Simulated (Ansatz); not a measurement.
# YAlSe3 (model cell, started as cubic perovskite with Al in the octahedra): following an unstable mode

Wanted: the energy along a soft mode of YAlSe3 (model cell, started as cubic perovskite with Al in the octahedra) and the structure at the end.

Method: DFT PBEsol, scalar-relativistic, plane waves, PAW; PAW set soft_1, in Ansatz 0.2.0.

The structure was built from a prototype and need not be the compound's stable phase.

### Step 1. Starting point

Symmetry: Pm-3m, No. 221, cubic system. The conventional cell has a = 4.832 Å, b = 4.832 Å, c = 4.832 Å, α = 90.00°, β = 90.00°, γ = 90.00°. Nearest to Y lie 12 Se at 3.42 Å. Al has 6 Se at 2.42 Å nearest. Nearest to Se lie 2 Al at 2.42 Å and 4 Y at 3.42 Å. Farther neighbours and most contacts between anions are not listed.

### Step 2. The dispersion

The cell comes from relaxations at this level that are not shown. Stability and thermal properties need the whole zone. Linear response on a 2×2×2 q mesh gives force constants as far as a supercell of that size would.

File input.yaml:

```yaml
crystal:
  lattice:
    - [4.8323304856, 0.0, 0.0]
    - [0.0, 4.8323304856, 0.0]
    - [0.0, 0.0, 4.8323304856]
  atoms:
    - { symbol: "Y", position: [0.0, 0.0, 0.0] }
    - { symbol: Al, position: [0.5, 0.5, 0.5] }
    - { symbol: Se, position: [0.5, 0.5, 0.0] }
    - { symbol: Se, position: [0.5, 0.0, 0.5] }
    - { symbol: Se, position: [0.0, 0.5, 0.5] }
kpoints:
  mp_grid: { grid: [8, 8, 8] }
hamiltonian:
  xc: pbesol
  pseudopotentials: { kind: paw, azcp: { folder: soft_1 }, xc_functional: pbe }
scf:
  occupations: { method: methfessel_paxton, width: 0.2 }
output:
  eigenvalues: true
phonons:
  method: dfpt
  qmesh: [2, 2, 2]
  temperatures: { t_max: 1000, t_step: 50 }
  qpath:
    path:
      - [[0.0, 0.0, 0.0], [0.0, 0.5, 0.0], [0.5, 0.5, 0.0], [0.0, 0.0, 0.0], [0.5, 0.5, 0.5], [0.0, 0.5, 0.0]]
      - [[0.5, 0.5, 0.5], [0.5, 0.5, 0.0]]
    npoints: 10
```

Launch:

```console
$ ansatz run input.yaml --threads 4 --pin off --max-ram 16384MiB --backend cpu --events-out ev --progress --plain --runs-dir out
```

Numbers of over 12 decimals in the logs are rounded to 6 here.

The log of the run:

```text
Engine: ansatz 0.2.0, aarch64-unknown-linux-gnu
Pseudopotentials: kind: paw
Pseudopotential: Y, paw, valence charge 11, recommended cutoff 420 eV (normal), soft_1/Y.paw.azcp
Pseudopotential: Al, paw, valence charge 3, recommended cutoff 420 eV (normal), soft_1/Al.paw.azcp
Pseudopotential: Se, paw, valence charge 16, recommended cutoff 420 eV (normal), soft_1/Se.paw.azcp
Functional definition: PBEsol
  exchange = pbesol_x
  correlation = pbesol_c
Crystal: 5 atoms, lattice volume = 112.842 Å³
Basis set: ecut = 420 eV, 2205 PW (Γ), exchange–correlation on 72×72×72 points (8 copies of the dense FFT grid, shifted against one another)
Bands: 38, of which v1, the nominal top of the filled ones, is band 31 counted from 1 (30 counted from 0)
Symmetry: 48 space group operations
k-points: 35 of 512
Non-local potential: Y, projectors of the file, l = 0: 3, l = 1: 2, l = 2: 2, l = 3: 1
Non-local potential: Al, projectors of the file, l = 0: 2, l = 1: 2, l = 2: 1
Non-local potential: Se, projectors of the file, l = 0: 2, l = 1: 2, l = 2: 3, l = 3: 1
PAW form: soft (Blöchl's): semilocal exchange-correlation on the pseudo side does not see the compensation charge
PAW frozen core: Y, regenerated for the run's functional, and the local potential with it (the file was generated under x = pbe(κ = 0.804, μ = 0.219515), c = pbe(β = 0.066725))
PAW frozen core: Al, regenerated for the run's functional, and the local potential with it (the file was generated under x = pbe(κ = 0.804, μ = 0.219515), c = pbe(β = 0.066725))
PAW frozen core: Se, regenerated for the run's functional, and the local potential with it (the file was generated under x = pbe(κ = 0.804, μ = 0.219515), c = pbe(β = 0.066725))
PAW one-centre angular grid: Y, 590 points (default); XC on 64 Gauss nodes
PAW one-centre angular grid: Al, 110 points (default); XC on 64 Gauss nodes
PAW one-centre angular grid: Se, 590 points (default); XC on 64 Gauss nodes
Initial density: superposition of atomic densities (chi_scale 0.1, normalization cell, long waves kept (reshape's long-wave potential 0.00 eV rms))
Initial wavefunctions: pseudopotential atomic-orbital guess
Functional: x = pbesol(κ = 0.804, μ = 0.123457), c = pbesol(β = 0.046)
SCF iter   1: F=—  HF=-20596.788762 eV  |F-HF|=—  |Δ(HF+E_count)|=         —  Δρ=3.10e-2  dr2=1.36e0  ethr=3.10e-3  ⟨swp⟩=6.2  Hψ=5194  notcnv=0
preconditioner: auto → Resta (q_TF=auto, 2.469 Å⁻¹)  ε∞=6.2  [insulator: Δε(μ)=0.156 eV  Ē_g=7.529 eV  σ=0.200 eV  W_gap=0.61  n_scr=26 (ndim 8)  ℏωp=17.1 eV  f_vac=0.000  D(μ)=1.11/eV (n_scr^D=6)  ε∞_Penn≈6.2]
SCF iter   2: F=—  HF=-20596.529387 eV  |F-HF|=—  |Δ(HF+E_count)|=   2.59e-1  S|Δr|=    0.00e0  Δρ=1.68e-2  dr2=3.68e-1  ethr=2.19e-3  ⟨swp⟩=2.0  Hψ=1796  notcnv=0  defer=30
SCF iter   3: F=—  HF=-20596.423035 eV  |F-HF|=—  |Δ(HF+E_count)|=   1.06e-1  S|Δr|=    0.00e0  Δρ=2.71e-3  dr2=9.67e-3  ethr=5.93e-4  ⟨swp⟩=2.0  Hψ=2076  notcnv=0  defer=30
SCF iter   4: F=—  HF=-20596.421834 eV  |F-HF|=—  |Δ(HF+E_count)|=   1.20e-3  S|Δr|=    0.00e0  Δρ=8.46e-4  dr2=9.02e-4  ethr=1.56e-5  ⟨swp⟩=2.0  Hψ=2376  notcnv=0  defer=30
SCF iter   5: F=—  HF=-20596.421343 eV  |F-HF|=—  |Δ(HF+E_count)|=   4.91e-4  S|Δr|=    0.00e0  Δρ=2.72e-4  dr2=6.78e-5  ethr=1.45e-6  ⟨swp⟩=2.0  Hψ=2384  notcnv=0  defer=30
SCF iter   6: F=—  HF=-20596.421355 eV  |F-HF|=—  |Δ(HF+E_count)|=   1.21e-5  S|Δr|=    0.00e0  Δρ=6.01e-5  dr2=6.06e-6  ethr=1.09e-7  ⟨swp⟩=2.4  Hψ=2395  notcnv=0  defer=30
SCF iter   7: F=—  HF=-20596.421356 eV  |F-HF|=—  |Δ(HF+E_count)|=   1.10e-6  S|Δr|=    0.00e0  Δρ=1.22e-5  dr2=3.76e-7  ethr=9.77e-9  ⟨swp⟩=2.2  Hψ=2181  notcnv=0  defer=30
SCF iter   8: F=—  HF=-20596.421356 eV  |F-HF|=—  |Δ(HF+E_count)|=   1.04e-8  S|Δr|=    0.00e0  Δρ=2.41e-6  dr2=9.11e-9  ethr=6.06e-10  ⟨swp⟩=2.0  Hψ=1693  notcnv=0  defer=30
SCF iter   9: F=—  HF=-20596.421356 eV  |F-HF|=—  |Δ(HF+E_count)|=  3.35e-10  S|Δr|=    0.00e0  Δρ=6.18e-7  dr2=4.66e-10  ethr=1.47e-11  ⟨swp⟩=2.3  Hψ=2290  notcnv=0  defer=30
SCF iter  10: F=-20596.421356 eV  HF=-20596.421356 eV  |F-HF|=1.09e-11  |Δ(HF+E_count)|=  4.37e-11  S|Δr|=    0.00e0  Δρ=8.56e-8  dr2=8.42e-12  ethr=1.00e-12  ⟨swp⟩=8.7  Hψ=7016  notcnv=0
the search or the solves at the SCF's close seem to have found levels that the self-consistency loop had missed (the run counts 1). By its estimate they hold under 1e-12 electrons; where the run keeps them, the occupations were computed again with them
SCF 1 converged in 10 iterations: F = -20596.421356 eV  dr2 = 8.42e-12
  greatest PAW one-centre occupation: 1.000 electrons in one spin orbital (limit 2), on the Se atom at site 2 (counted from 0), in its partial waves of l = 2
Initial density: read from a saved state, or passed on in memory by an earlier SCF of this step, an earlier step, the calling program or the single point that the run made first
iter 1 solved again at ethr=1.93e-8 eV; its pass at ethr=3.10e-3 eV (dr2=1.19e-5 eV) is discarded
SCF iter   1: F=—  HF=-20596.421356 eV  |F-HF|=—  |Δ(HF+E_count)|=         —  Δρ=2.04e-7  dr2=5.39e-11  ethr=1.93e-8  ⟨swp⟩=3.6  Hψ=8914  notcnv=0
eigensolver tolerance schedule: the retry pair's looser diagonalisation over-reported the residual by 221431.15 of it (diagonalisation noise at an unbounded share of the residual, at the tolerance the schedule requests for it); recorded, not acted on — ethr = c·dr2/N_el stays at c = 1.0e-1
preconditioner: auto → Kerker (q_TF=auto, 2.469 Å⁻¹)  [metal: Δε(μ)=0.078 eV  Ē_g=7.951 eV  σ=0.200 eV  W_gap=0.32  n_scr=26 (ndim 8)  ℏωp=17.1 eV  f_vac=0.000  D(μ)=1.15/eV (n_scr^D=6)]
SCF iter   2: F=—  HF=-20596.421356 eV  |F-HF|=—  |Δ(HF+E_count)|=   2.22e-7  S|Δr|=    0.00e0  Δρ=1.01e-7  dr2=1.60e-11  ethr=1.00e-12  ⟨swp⟩=3.0  Hψ=3248  notcnv=0
SCF iter   3: F=-20596.421356 eV  HF=-20596.421356 eV  |F-HF|=3.64e-12  |Δ(HF+E_count)|=    0.00e0  S|Δr|=    0.00e0  Δρ=7.79e-8  dr2=8.93e-12  ethr=1.00e-12  ⟨swp⟩=3.4  Hψ=3001  notcnv=0
SCF 2 converged in 3 iterations: F = -20596.421356 eV  dr2 = 8.93e-12
  greatest PAW one-centre occupation: 1.000 electrons in one spin orbital (limit 2), on the Se atom at site 4 (counted from 0), in its partial waves of l = 2
phonons: the bands overlap, so this run is a metal and interpolates without the dipole-dipole term. If the crystal is really an insulator or semiconductor, its LO-TO splitting is missing
NSCF: frozen V_eff on 35 k-points
NSCF: frozen V_eff on 125 k-points
DFPT response loops at q = (0, 0, 0) (fractional): preconditioner auto → Kerker (q_TF=auto, 2.469 Å⁻¹) (partly filled bands, converged f_vac=0.000); β = 1.00, the filter's whole step (`scf.mixing.beta` (0.50) is not read by the response loops under this deck's `scf.mixing.preconditioner`; to damp them name `kerker` or `kerker_dos`, under which they read `scf.mixing.beta`, and type it under 1.00, their step now; both keys bind the ground state too); Broyden in place of MSR1
NSCF: frozen V_eff on 250 k-points
DFPT response loops at q = (0, 0, -0.5) (fractional): mixed as the last ones told, above
NSCF: frozen V_eff on 250 k-points
DFPT response loops at q = (0, -0.5, -0.5) (fractional): mixed as the last ones told, above
NSCF: frozen V_eff on 250 k-points
DFPT response loops at q = (-0.5, -0.5, -0.5) (fractional): mixed as the last ones told, above
SCF converged after 10 iterations
Stability not checked: this state was not tested for a lower state beside it, because cold or Methfessel-Paxton smearing, or corrected tetrahedra, fill the levels in a way that the test cannot read (fill_not_monotonic; see scf.lower_state_search)
Free energy (F): -20596.421356 eV
Harris-Foulkes:  -20596.421356 eV  (|F-HF|=1.09e-11)
Internal energy: -20596.422449 eV  (E = F + TS)
E sigma→0 (E₀):  -20596.421629 eV
Entropy (-TS):   0.001093 eV (0.219 meV/atom)
Fermi energy:    9.500456 eV
--- Per-component energies (eV) ---
  E_band       = -1198.804880
  E_kinetic    = 673.545435
  E_local      = -8539.261617  (includes V_loc(G=0)·N_el)
  E_nonlocal   = -1022.406396
  E_hartree    = 4403.465475
  E_xc         = -470.652145
  E_vxc        = -508.253366  (∫ρ·V_xc dr)
  E_paw        = -9478.470593  (= ΣΔE_a)
  E_vpaw       = -609.358994  (= ΣTr[D̂ρ^β])
  E_aug_tail   = -0.000958  (compensation charges beyond the density's cutoff)
  E_ewald      = -6165.834919
  E_core_change = 3.193268  (= ΣΔE_core)
  E_smearing   = 0.001093  (= −TS)
  E_closure    = -0.000000  (closes the sum)
  Σ components = -20596.421356   (vs F -20596.421356, Δ=0.00e0)
--- Band table (eV; the first three rows and the last of 35) ---
  k-point 0: bands = [... 27 lower, 8.1021, 8.1496, 8.7361, 8.7361, 8.7361, 10.0625, 10.0625, 10.4406, ... 3 higher]
  k-point 1: bands = [... 27 lower, 7.8777, 8.0854, 8.5992, 8.6103, 8.6103, 10.1920, 10.4775, 10.5227, ... 3 higher]
  k-point 2: bands = [... 27 lower, 7.4272, 7.4272, 8.3687, 8.3687, 9.4111, 10.5222, 10.5726, 11.3724, ... 3 higher]
  k-point 34: bands = [... 27 lower, 8.1871, 9.8958, 9.8958, 9.8958, 10.1610, 11.0432, 11.0432, 11.0432, ... 3 higher]
--- Phonons (Γ-DFPT): 4 representative perturbations + reference (Σ response iterations 12) ---
  ASR residual: 4.194e-5 → 0.000e0 eV/Å²; symmetrization residual: 6.833e-6 eV/Å²
  ASR residual per site (eV/Å²): 4.19e-5 2.30e-5 2.36e-5 2.36e-5 2.36e-5
  Γ frequencies (cm⁻¹): -126.39 -126.39 -126.39 -106.95 -106.95 -106.95 0.00 0.00 0.00 56.31 56.31 56.31 345.89 345.89 345.89
--- Phonons (arbitrary-q DFPT): 4 irreducible q on the 2×2×2 mesh ---
  q = [0.0000, 0.0000, 0.0000] (star 1, of the zone-centre solve; hermiticity 1.00e-6, symmetrization 7.85e-12): -126.39 -126.39 -126.39 -106.95 -106.95 -106.95 -0.00 -0.00 -0.00 56.31 56.31 56.31 345.89 345.89 345.89
  q = [0.0000, 0.0000, -0.5000] (star 3, 9 solved perturbations in 975 linear systems a pass and spin channel, the states on 125 of 512 k-point pairs; hermiticity 5.77e-7, symmetrization 3.65e-12): -116.50 -116.50 -96.11 -75.02 -75.02 22.95 22.95 49.78 52.23 86.64 86.64 227.33 322.11 344.75 344.75
  q = [0.0000, -0.5000, -0.5000] (star 3, 9 solved perturbations in 975 linear systems a pass and spin channel, the states on 125 of 512 k-point pairs; hermiticity 8.12e-7, symmetrization 5.37e-13): -145.38 -127.40 -127.40 -63.10 -63.10 -49.51 63.31 63.31 94.97 113.31 185.87 256.00 336.09 336.09 343.37
  q = [-0.5000, -0.5000, -0.5000] (star 1, 4 solved perturbations in 350 linear systems a pass and spin channel, the states on 125 of 512 k-point pairs; hermiticity 3.48e-7, symmetrization 8.92e-12): -166.68 -166.68 -166.68 -117.03 -117.03 -117.03 89.19 89.19 89.19 183.40 183.40 275.00 353.81 353.81 353.81
  sum rule: each row above includes the acoustic sum rule's correction from the zone centre's row sums; it moved no ω² by more than (0.48 cm⁻¹)²
  mesh force constants: q→R imaginary residual 6.47e-18; ASR residual 4.194e-5 → 0.000e0 eV/Å²; symmetrization residual 8.882e-15 eV/Å²
  interpolated dispersion: 62 rows × 15 modes
  density of states and harmonic sums: on the 14×14×14 q-mesh, interpolated from the force constants of a 2×2×2 supercell (no non-analytic term)
  largest difference from the sums on the solved wave vectors: F 5.88e-2 eV, S 6.24e-5 and C_V 2.64e-5 eV/K
  zero-point energy: 0.105632 eV/cell   skipped modes (ω ≤ 0): 712, of them read as no rigid motion or as one in doubt: 709 (5.935e0 modes/cell left out, lowest -166.68 cm⁻¹)   left out of the sums: 3.96e-1 of the cell's modes: C_V's classical limit lies that fraction below 3 k_B per atom; for a crystal, a wire or a layer, F and S can be off by more, and a phonons.interpolated_qmesh denser along its periods is the remedy for the sampling
```

Elapsed: 6 min, on 4 threads of Arm Neoverse V1, shared host; peak memory 1.6 GiB; 23 min of CPU time.

This step gave:

```
volume per atom                                         : 22.57 Å³
gap on the k-mesh                                       : 0 eV
sum-rule residual before enforcement                    : 4.19e-5 eV/Å²
lowest frequency on the path                            : -166.7 cm⁻¹
point group                                             : m-3m
highest frequency on the path or at a solved wavevector : 353.8 cm⁻¹
highest optical mode at the zone centre (no LO-TO term) : 345.9 cm⁻¹
lowest optical zone-centre mode                         : -126.4 cm⁻¹
lowest mode on the q mesh (acoustic modes at Γ apart)   : -166.7 cm⁻¹
```

Frequencies (cm⁻¹) solved at each irreducible wavevector; negative means imaginary. Frequencies by wavevector, by row:

```
q in reciprocal lattice units  star  mode 1  mode 2  mode 3  mode 4  mode 13  mode 14  mode 15
                        0 0 0     1  -126.4  -126.4  -126.4    -107    345.9    345.9    345.9
                     0 0 -0.5     3  -116.5  -116.5   -96.1     -75    322.1    344.8    344.8
                  0 -0.5 -0.5     3  -145.4  -127.4  -127.4   -63.1    336.1    336.1    343.4
               -0.5 -0.5 -0.5     1  -166.7  -166.7  -166.7    -117    353.8    353.8    353.8
```

Interpolated from a 2×2×2 q mesh. Phonon branches along the path, in cm⁻¹:

```
    point  branch 1  branch 2  branch 3  branch 4  branch 12  branch 13  branch 14  branch 15
        Γ      -126      -126      -126      -107         56        346        346        346
  halfway      -121      -121      -102       -95        158        338        345        345
        X      -116      -116       -96       -75        227        322        345        345
  halfway      -132      -117      -107       -99        232        329        342        344
        M      -145      -127      -127       -63        256        336        336        343
  halfway      -124      -115      -110      -101        179        336        343        345
        Γ      -126      -126      -126      -107         56        346        346        346
  halfway      -128      -122      -122      -100        197        339        339        348
        R      -167      -167      -167      -117        275        354        354        354
  halfway      -140      -134      -122      -106        238        337        341        348
        X      -116      -116       -96       -75        227        322        345        345
jump to R      -167      -167      -167      -117        275        354        354        354
  halfway      -156      -144      -144      -108        259        345        345        348
        M      -145      -127      -127       -63        256        336        336        343
```

Symmetry leaves 4 wavevectors to solve. The lowest mode among them, the acoustic zeros apart, lies at q = (-0.5, -0.5, -0.5) and is imaginary, 166.7i cm⁻¹, so the energy falls along it.

### Step 3. The mode frozen in, largest atomic shift 0 Å

The mode followed lies at q = (0, -0.5, -0.5) with frequency 145.4i cm⁻¹, one of the unstable modes though not the softest. At small amplitude the distorted cell has space group no. 127 by a symmetry search on the positions. The undistorted cell that holds it gives the zero of energy on the same k mesh.

System of this step: YAlSe3 (model cell, started as cubic perovskite with Al in the octahedra). Symmetry: Pm-3m, No. 221, cubic system. Conventional cell: a = 4.832 Å, b = 4.832 Å, c = 4.832 Å, α = 90.00°, β = 90.00°, γ = 90.00°. Nearest to Y lie 12 Se at 3.42 Å. Nearest to Al lie 6 Se at 2.42 Å. Se has 2 Al at 2.42 Å and 4 Y at 3.42 Å nearest. Nearest to Se lie 2 Al at 2.42 Å and 4 Y at 3.42 Å. Farther neighbours and most contacts between anions are not listed.

File input.yaml:

```yaml
crystal:
  lattice:
    - [-4.8323304856, 0.0, 0.0]
    - [0.0, -4.8323304856, -4.8323304856]
    - [0.0, -4.8323304856, 4.8323304856]
  atoms:
    - { symbol: "Y", position: [0.0, 0.5, 0.5] }
    - { symbol: "Y", position: [0.0, 1.0, 0.0] }
    - { symbol: Al, position: [0.5, 0.0, 0.5] }
    - { symbol: Al, position: [0.5, 0.5, 0.0] }
    - { symbol: Se, position: [0.5, 0.75, 0.75] }
    - { symbol: Se, position: [0.5, 0.25, 0.25] }
    - { symbol: Se, position: [0.5, 0.75, 0.25] }
    - { symbol: Se, position: [0.5, 0.25, 0.75] }
    - { symbol: Se, position: [1.0, 0.0, 0.5] }
    - { symbol: Se, position: [1.0, 0.5, 0.0] }
kpoints:
  mp_grid: { grid: [8, 6, 6] }
hamiltonian:
  xc: pbesol
  pseudopotentials: { kind: paw, azcp: { folder: soft_1 }, xc_functional: pbe }
scf:
  occupations: { method: methfessel_paxton, width: 0.2 }
output:
  forces: true
  stress: true
  eigenvalues: true
```

The log of the run:

```text
[...]
Crystal: 10 atoms, lattice volume = 225.684 Å³
Basis set: ecut = 420 eV, 4397 PW (Γ), exchange–correlation on 72×96×96 points (8 copies of the dense FFT grid, shifted against one another)
Bands: 75, of which v1, the nominal top of the filled ones, is band 62 counted from 1 (61 counted from 0)
Symmetry: 32 space group operations
[...]
k-points: 50 of 288
[...]
k-point 0: bands = [... 58 lower, 8.1561, 8.7336, 8.7336, 8.7340, 9.4098, 10.0589, 10.0606, 10.4384, ... 9 higher]
  k-point 1: bands = [... 58 lower, 8.1000, 8.5555, 8.6048, 8.7160, 9.2438, 10.2604, 10.2654, 10.5326, ... 9 higher]
  k-point 2: bands = [... 58 lower, 7.9313, 8.2494, 8.7426, 9.0084, 9.1975, 10.5014, 10.5806, 10.7429, ... 9 higher]
  k-point 49: bands = [... 58 lower, 8.1338, 8.1338, 9.4123, 9.4123, 10.9831, 10.9831, 10.9899, 10.9899, ... 9 higher]
[key lines of the parts left out:]
SCF converged after 9 iterations
Free energy (F): -41192.847352 eV
Fermi energy:    9.484708 eV
P = ⅓ Tr σ = 0.0043 GPa (0.043 kbar)
```

The job ended after 15 s (4 threads; peak memory 1.1 GiB).

This step gave:

| Quantity | Value |
| --- | --- |
| pressure | 0.004330 GPa |
| energy from the undistorted cell | 0 meV/atom |

The run ends at a pressure of 0.00 GPa.

### Step 4. The mode frozen in, largest atomic shift 0.6 Å

The atoms are moved along the unstable eigenvector, the largest shift by 0.6 Å, with the cell fixed.

input.yaml, the sections that differ from step 3:

```yaml
crystal:
  lattice:
    - [-4.8323304856, 0.0, 0.0]
    - [0.0, -4.8323304856, -4.8323304856]
    - [0.0, -4.8323304856, 4.8323304856]
  atoms:
    - { symbol: "Y", position: [0.0, 0.5, 0.5] }
    - { symbol: "Y", position: [0.0, 1.0, 0.0] }
    - { symbol: Al, position: [0.5, 0.0, 0.5] }
    - { symbol: Al, position: [0.5, 0.5, 0.0] }
    - { symbol: Se, position: [0.5, 0.6879181534, 0.6879181534] }
    - { symbol: Se, position: [0.5, 0.3120818466, 0.3120818466] }
    - { symbol: Se, position: [0.5, 0.8120818466, 0.1879181534] }
    - { symbol: Se, position: [0.5, 0.1879181534, 0.8120818466] }
    - { symbol: Se, position: [1.0, 0.0, 0.5] }
    - { symbol: Se, position: [1.0, 0.5, 0.0] }
# kpoints, hamiltonian, scf, output: as in step 3
```

The log of the run:

```text
[...]
Crystal: 10 atoms, lattice volume = 225.684 Å³
Basis set: ecut = 420 eV, 4397 PW (Γ), exchange–correlation on 72×96×96 points (8 copies of the dense FFT grid, shifted against one another)
Bands: 75, of which v1, the nominal top of the filled ones, is band 62 counted from 1 (61 counted from 0)
Symmetry: 16 space group operations
[...]
k-points: 50 of 288
[...]
k-point 0: bands = [... 58 lower, 8.1463, 8.4026, 8.9777, 8.9777, 9.1405, 10.1855, 10.5486, 10.5486, ... 9 higher]
  k-point 1: bands = [... 58 lower, 8.1118, 8.2830, 8.3525, 8.9177, 9.5063, 10.3644, 10.6305, 10.6955, ... 9 higher]
  k-point 2: bands = [... 58 lower, 7.9152, 7.9652, 8.1138, 8.7456, 9.7788, 10.5734, 10.7959, 10.8229, ... 9 higher]
  k-point 49: bands = [... 58 lower, 8.2260, 8.2260, 8.6169, 8.6169, 10.8916, 10.8916, 11.2701, 11.2701, ... 9 higher]
[key lines of the parts left out:]
SCF converged after 9 iterations
Free energy (F): -41194.920286 eV
Fermi energy:    9.437228 eV
P = ⅓ Tr σ = -0.3453 GPa (-3.453 kbar)
```

It took 16 s on 4 threads; peak memory 1.1 GiB; 62 s of CPU time.

Numbers from this step:

* pressure: -0.3453 GPa
* energy from the undistorted cell: -207.4 meV/atom

The energy, extrapolated to zero smearing, is -207.38 meV/atom against the undistorted cell.

The run ends at a pressure of -0.35 GPa, with forces up to 0.73 eV/Å.

(Part 1 of 3 ends here.)

[Logs are printed without paths, hosts, clocks, repeated set-up lines and the standing remarks that a program may print on its own settings, such as how far it seeks lower states.]

[Hosts, paths, dates, database ids (printed as entryN), source tags and the programs' standing remarks are cut or masked in the printed files.]
